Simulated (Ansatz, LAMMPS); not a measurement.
## Finding the fault: glassy 68SiO2-14MgO-11ZnO-7BaO (mol %) (75 atoms)

Program: Ansatz 0.2.0. The cell: 19 Si, 4 Mg, 3 Zn, 2 Ba and 47 O.

input.yaml reads:

```yaml
crystal:
  lattice:
    - [10.1084, 0.0, 0.0]
    - [0.0, 10.1084, 0.0]
    - [0.0, 0.0, 10.1084]
  atoms:
    - { symbol: Si, position: [0.27594, 0.32888, 0.65238] }
    - { symbol: Si, position: [0.2894, 0.90481, 0.64454] }
    - { symbol: Si, position: [0.17283, 0.62327, 0.63268] }
    - { symbol: Si, position: [0.25794, 0.75394, 0.07584] }
    - { symbol: Si, position: [0.56863, 0.98989, 0.71779] }
    - { symbol: Si, position: [0.8083, 0.70997, 0.87766] }
    - { symbol: Si, position: [0.70713, 0.3077, 0.07152] }
    - { symbol: Si, position: [0.33244, 0.13024, 0.24994] }
    - { symbol: Si, position: [0.56732, 0.93806, 0.29865] }
    - { symbol: Si, position: [0.85806, 0.89485, 0.64651] }
    - { symbol: Si, position: [0.56546, 0.27267, 0.60946] }
    - { symbol: Si, position: [0.3948, 0.42751, 0.25893] }
    - { symbol: Si, position: [0.72769, 0.52366, 0.63387] }
    - { symbol: Si, position: [0.06284, 0.5745, 0.91516] }
    - { symbol: Si, position: [0.60681, 0.64055, 0.37596] }
    - { symbol: Si, position: [0.16093, 0.60061, 0.32135] }
    - { symbol: Si, position: [0.96695, 0.27849, 0.90887] }
    - { symbol: Si, position: [0.7402, 0.18426, 0.36688] }
    [... 51 atom lines left out ...]
    - { symbol: O, position: [0.75788, 0.60644, 0.7668] }
    - { symbol: O, position: [0.0357, 0.42148, 0.94136] }
    - { symbol: O, position: [0.71581, 0.25134, 0.2243] }
    - { symbol: O, position: [0.57259, 0.1453, 0.69929] }
    - { symbol: O, position: [0.59873, 0.92046, 0.13782] }
    - { symbol: O, position: [0.26425, 0.74668, 0.6673] }
kpoints:
  mp_grid: { grid: [1, 1, 1], kspacing: 0.3 }
hamiltonian:
  xc: revpbe
scf:
  occupations: { method: fixed }
  max_iter: 80
output:
  forces: true
```

Command:

```console
$ ansatz run input.yaml --threads 4 --pin off --max-ram 8192MiB --backend cpu --events-out ev --progress --plain --runs-dir out
```

What it wrote:

```text
Error: invalid value for `kpoints.mp_grid.kspacing`: mutually exclusive with `grid` — set one or the other
```

Run time: 0.1 s. Hardware: 4 threads of Intel Xeon Platinum 8488C (Sapphire Rapids), shared host; peak memory 0.12 GiB.

**Question.** What is wrong with this input, and how is it mended?

Both a k-mesh and a spacing: kpoints.mp_grid.kspacing = 0.3.

The fix is to take out kpoints.mp_grid.kspacing.

The program refused it before any cycle.

[Logs are printed without paths, hosts, clocks, repeated set-up lines and the standing remarks that a program may print on its own settings, such as how far it seeks lower states.]

[Hosts, paths, dates, database ids (printed as entryN), source tags and the programs' standing remarks are cut or masked in the printed files.]
